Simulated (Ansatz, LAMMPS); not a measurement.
# Structural relaxation of a frame of liquid 80SiO2-10Al2O3-5CaO-5Na2O (mol %) from 3000 K (126 atoms), part 2 of 2

Aim: bring a frame of liquid 80SiO2-10Al2O3-5CaO-5Na2O (mol %) from 3000 K (126 atoms) to a nearby minimum of the energy and see what moves.

Ansatz 0.2.0; Kohn-Sham DFT, PBE, PAW (set soft_2), plane waves.

The cell: 32 Si, 8 Al, 2 Ca, 4 Na and 80 O. The network of bonds at the start is that of the classical potential that made the cell. The Brillouin zone is sampled at Γ only, in a cell whose shortest periodic width is 12 Å.

So far, density (g/cm³): step 5 (distances and neighbours after relaxation) 2.39.

### Step 6. Single point at the relaxed geometry

The electronic structure is read at the final geometry, in a run of its own.

File input.yaml:

```yaml
crystal:
  lattice:
    - [12.1198, 0.0, 0.0]
    - [0.0, 12.1198, 0.0]
    - [0.0, 0.0, 12.1198]
  atoms:
    - { symbol: Si, position: [0.17685, 0.45162, 0.66224] }
    - { symbol: Si, position: [0.57191, 0.04038, 0.59413] }
    - { symbol: Si, position: [0.11966, 0.2804, 0.30704] }
    - { symbol: Si, position: [0.45893, 0.79158, 0.89795] }
    - { symbol: Si, position: [0.98056, 0.33144, 0.53426] }
    - { symbol: Si, position: [0.84944, 0.63203, 0.64809] }
    - { symbol: Si, position: [0.31242, 0.1152, 0.25903] }
    - { symbol: Si, position: [0.35401, 0.31936, 0.53506] }
    - { symbol: Si, position: [0.50072, 0.74663, 0.15237] }
    - { symbol: Si, position: [0.56246, 0.83857, 0.48109] }
    - { symbol: Si, position: [0.5594, 0.36932, 0.68395] }
    - { symbol: Si, position: [0.09669, 0.66354, 0.56623] }
    - { symbol: Si, position: [0.01593, 0.57811, 0.98124] }
    - { symbol: Si, position: [0.76114, 0.06732, 0.76661] }
    - { symbol: Si, position: [0.56408, 0.12022, 0.34376] }
    - { symbol: Si, position: [0.66007, 0.94369, 0.16642] }
    - { symbol: Si, position: [0.27289, 0.97876, 0.85833] }
    - { symbol: Si, position: [0.00281, 0.90674, 0.30333] }
    - { symbol: Si, position: [0.90252, 0.25745, 0.15785] }
    - { symbol: Si, position: [0.09359, 0.72387, 0.15937] }
    - { symbol: Si, position: [0.90812, 0.99768, 0.10599] }
    - { symbol: Si, position: [0.80913, 0.51419, 0.8614] }
    - { symbol: Si, position: [0.74496, 0.44678, 0.52224] }
    - { symbol: Si, position: [0.89025, 0.85846, 0.68774] }
    - { symbol: Si, position: [0.31952, 0.07723, 0.61989] }
    - { symbol: Si, position: [0.23177, 0.66259, 0.35635] }
    - { symbol: Si, position: [0.51241, 0.4891, 0.1354] }
    - { symbol: Si, position: [0.31219, 0.19292, 0.00492] }
    - { symbol: Si, position: [0.32127, 0.43642, 0.31193] }
    - { symbol: Si, position: [0.60155, 0.98553, 0.92404] }
    - { symbol: Si, position: [0.13059, 0.35421, 0.89118] }
    - { symbol: Si, position: [0.54008, 0.2177, 0.89989] }
    [... 88 atom lines left out ...]
    - { symbol: O, position: [0.68037, 0.37484, 0.61795] }
    - { symbol: O, position: [0.87655, 0.55011, 0.75031] }
    - { symbol: O, position: [0.16508, 0.58691, 0.65765] }
    - { symbol: O, position: [0.81718, 0.37571, 0.83818] }
    - { symbol: O, position: [0.59625, 0.99, 0.05617] }
    - { symbol: O, position: [0.43029, 0.13309, 0.32321] }
kpoints:
  mp_grid: { grid: [1, 1, 1] }
hamiltonian:
  xc: pbe
scf:
  occupations: { method: fixed }
output:
  forces: true
  stress: true
  populations: true
  dos:
    method: { smearing: { sigma: 0.15 } }
    de: 0.1
    projected: { site_lists: { Al: [Al], Ca: [Ca], Na: [Na], O: [O], Si: [Si] } }
  eigenvalues: true
  write_density: true
  write_potential: true
  volumetric_format: npy
  elf: true
```

The run is started by

```sh
$ ansatz run input.yaml --threads 4 --pin off --max-ram 8192MiB --backend cpu --events-out ev --progress --plain --runs-dir out
```

Run time: 43 s. Hardware: 4 threads of Arm Neoverse V2, shared host; peak memory 2.6 GiB; 2.8 min of CPU time.

The program notes that the exchange-correlation potential is rough where the density is thin.

The run gave:

```
free energy                                      : -79762.3522 eV
free energy per atom                             : -633.0345 eV/atom
SCF cycles                                       : 9
pressure                                         : -0.5172 GPa
r.m.s. force component                           : 0.00852 eV/Å
longest force                                    : 0.04573 eV/Å
Fermi energy                                     : 3.505 eV
gap (highest filled to lowest empty level) : 3.014 eV
spilling of the projection                       : 0.01228
```

Löwdin charges by element (they lack the spilled electrons, 0.067 e an atom on average):

```
element  coordination  atoms  mean charge (e)  spread  least    most
     Al           all      8             1.34  0.0566   1.23    1.40
     Ca           all      2             1.83  0.0154   1.82    1.85
     Na           all      4            0.844  0.0134  0.829   0.858
      O           all     80           -0.816  0.0495  -1.09  -0.765
     Si           all     32             1.75  0.0321   1.63    1.79
```

Density of states as counts of states in windows of 1 eV (from the Fermi level), total and the larger projections:

```
from (eV)  to (eV)  total   O p  Si p
      -14      -11    0.0   0.0   0.0
      -11      -10    9.0   6.0   0.3
      -10       -9   17.2  11.5   1.0
       -9       -8   19.7  13.8   1.8
       -8       -7   29.6  22.0   4.4
       -7       -6   45.0  34.7   7.1
       -6       -5   43.9  34.9   4.7
       -5       -4   64.6  55.0   4.5
       -4       -3   87.7  80.3   3.0
       -3       -2   95.4  90.0   1.9
       -2       -1   54.7  52.4   0.6
       -1        0   11.0  10.4   0.1
        0        1    2.0   1.9   0.0
        1        2    0.0   0.0   0.0
        2        3    0.6   0.0   0.0
        3        4    1.5   0.1   0.0
        4        5   14.9   1.2   1.4
```

With fixed occupations the program's Fermi level is the highest filled level; weight inside the gap is the broadening of levels at its edges.

Between -26 and -14 eV lie 196 more states.

The levels nearest the highest filled one (over half full), pooled over k-points and spins:

```
level less the highest filled one (eV)  occupation
                                -0.967           2
                                -0.900           2
                                -0.863           2
                                -0.499           2
                               -0.0671           2
                                     0           2
                                  3.01           0
                                  4.12           0
                                  4.27           0
                                  4.47           0
                                  4.58           0
                                  4.62           0
```

Electrostatic potential energy in the ab plane at fractional z = 0.312, with atoms of Si and Al and Na and O within 0.2 Å of it. With pseudopotentials it is smooth inside the atoms' cores, unlike the true potential.

Ten even steps from '0' (-43 eV) to '9' (10 eV), each cell a mean:
```
4689999997688889999999999999987875
0158999998766668999999999999843540
0058999998667757999999999999976740
4578999998666668999999999999999875
6789999999876789999999999999999998
6799999888999999999999999999999999
9999987667899999999887778999999999
9999985214789999999864347899999999
7899985224799999999863126899998645
5899988777889999999876567899997200
6899999988778999999988888999998412
8999999987667899999999999999998888
9999999874002689999999999999999999
9999963452000589999998777899999999
9998831155214789999987565689999999
9875455688878999999986676689999999
9730005899999999999986666788899999
9730005899999999999721378999999999
9864343369999999999610389999999999
9988850027778755786545899999999999
9999984355346300451016899999999999
9999999986336533651026899999999999
9999999998778999986655899999999999
8999999998789999999865799999999998
```
Columns run along a (12.1 Å; values clipped at the 3rd and 97th percentile), rows up along b (12.1 Å). Atoms in or near the plane, at fractional coordinates: Si at (0.12, 0.28), Si at (0.00, 0.91), Si at (0.32, 0.44), Al at (0.37, 0.88), Na at (0.96, 0.59), O at (0.62, 0.24), O at (0.21, 0.18), O at (0.43, 0.13).

Valence density in the ab plane at fractional z = 0.312, with atoms of Si and Al and Na and O within 0.2 Å of it. It is the smooth field of the valence electrons, not physical close to the nuclei.

Values in units of 1e0 e/Å³, 13 rows by 16 columns, each cell a mean:
```
0.2 0.3 0.1 0.1 0.8 0.6 0.1 0.1 0.1 0.2 0.2 0.1 0.1 0.8 1.6 0.4
0.3 0.2 0.1 0.0 0.1 0.1 0.1 0.1 0.1 0.0 0.1 0.1 0.1 0.5 1.0 0.4
1.1 0.3 0.0 0.1 0.2 0.2 0.4 0.2 0.0 0.0 0.1 0.1 0.0 0.1 0.1 0.4
0.5 0.2 0.2 0.3 0.2 0.1 0.2 0.1 0.0 0.1 0.4 0.2 0.2 0.3 0.1 0.2
0.2 0.1 0.2 0.5 0.3 0.2 0.0 0.0 0.0 0.4 2.2 0.7 0.2 0.3 0.5 2.8
0.7 0.0 0.1 0.2 0.6 0.9 0.2 0.0 0.0 0.1 0.3 0.1 0.0 0.0 1.6 9.9
0.0 0.0 0.1 0.2 0.4 0.5 0.2 0.0 0.0 0.0 0.1 0.1 0.0 0.0 0.0 0.1
0.0 0.1 1.6 3.0 0.6 0.2 0.2 0.1 0.0 0.1 0.2 0.2 0.1 0.1 0.0 0.0
0.1 0.2 1.0 1.3 0.3 0.2 0.1 0.0 0.0 0.2 0.2 0.1 0.4 0.5 0.1 0.0
0.2 0.2 0.4 0.7 0.2 0.1 0.1 0.0 0.2 2.8 3.1 0.3 0.2 0.4 0.1 0.0
0.0 0.1 1.6 5.0 1.0 0.3 1.5 1.5 0.4 1.6 1.5 0.1 0.0 0.0 0.0 0.0
0.0 0.0 0.3 1.0 0.5 0.4 2.8 2.9 0.5 0.4 0.3 0.0 0.0 0.0 0.0 0.0
0.1 0.0 0.0 0.1 0.6 0.5 0.2 0.2 0.2 1.1 1.1 0.1 0.0 0.1 0.1 0.1
```
Columns run along a (12.1 Å), rows up along b (12.1 Å). Atoms in or near the plane, at fractional coordinates: Si at (0.12, 0.28), Si at (0.00, 0.91), Si at (0.32, 0.44), Al at (0.37, 0.88), Na at (0.96, 0.59), O at (0.62, 0.24), O at (0.21, 0.18), O at (0.43, 0.13).

Mean Löwdin charges: Al +1.34, Ca +1.83, Na +0.84, O -0.82, Si +1.75 e (they miss 1.2 % of the electrons, so they add up to more than the cell's charge).

A closer look about O65, picked at random: 11 atoms, nearest first, numbered in the order of the input, with positions taken from that point.

```
atom      x      y      z  distance (Å)  bonds  Löwdin charge (e)
 O65   0.00   0.00   0.00          0.00      3              -0.79
 Si6   1.20   0.71   0.86          1.65      4               1.75
Si23  -0.06  -1.53  -0.66          1.67      4               1.73
O121  -0.84  -2.40   0.50          2.60      2              -0.78
O122   1.53  -0.28   2.10          2.62      2              -0.79
 O68   1.49  -2.03  -0.90          2.67      2              -0.79
Na46  -2.21   1.08   1.06          2.68      4               0.83
 O89   0.66   2.14   1.49          2.69      2              -0.77
 O72  -0.74  -1.48  -2.13          2.70      3              -0.87
 O54   2.62   0.84   0.07          2.75      2              -0.77
 O60   0.92   1.36  -2.31          2.84      3              -1.09
```

The column of bonds counts only the pairs O-Si within 2.08 Å, O-Al within 2.38 Å, O-Na within 2.93 Å, O-Ca within 2.88 Å; other neighbours, such as metal atoms beside each other in a compound, aren't counted, and periodic images can show an atom twice.

### Step 7. Results

| Quantity | Value |
| --- | --- |
| energy change in the relaxation | -490.2 meV/atom |
| r.m.s. displacement | 0.784 Å |
| largest displacement | 2.894 Å |
| free energy per atom | -633.0345 eV/atom |
| pressure | -0.5172 GPa |
| r.m.s. force component | 0.00852 eV/Å |
| gap (highest filled to lowest empty level) | 3.014 eV |
| wall time of the 3 DFT runs | 15 min |

In words: Relaxation lowers the energy by 490 meV/atom and moves atoms by 0.78 Å r.m.s.; the r.m.s. force component goes from 3.1 to 0.0085 eV/Å, the pressure goes from 2.8 to -0.52 GPa. First to last step the energy falls by 61.762 eV; the largest move, 2.89 Å, is that of Na46. The O-Al bonds change most in mean length: from 1.888 Å (spread 0.197) to 1.799 Å (spread 0.076), and their number from 35 to 33. 94 % of the oxygens bridge two formers (Si and Al) and 2 % are non-bridging; 4 % join three. The highest filled and lowest empty levels differ by 3.01 eV (at Γ alone); a semilocal functional tends to put such gaps too low. In a disordered cell it changes from sample to sample and from frame to frame.

What to keep in mind: The network of bonds at the start is that of the classical potential that made the cell; in DFT atoms moved by 0.78 Å r.m.s.

[Logs are printed without paths, hosts, clocks, repeated set-up lines and the standing remarks that a program may print on its own settings, such as how far it seeks lower states.]

[Hosts, paths, dates, database ids (printed as entryN), source tags and the programs' standing remarks are cut or masked in the printed files.]
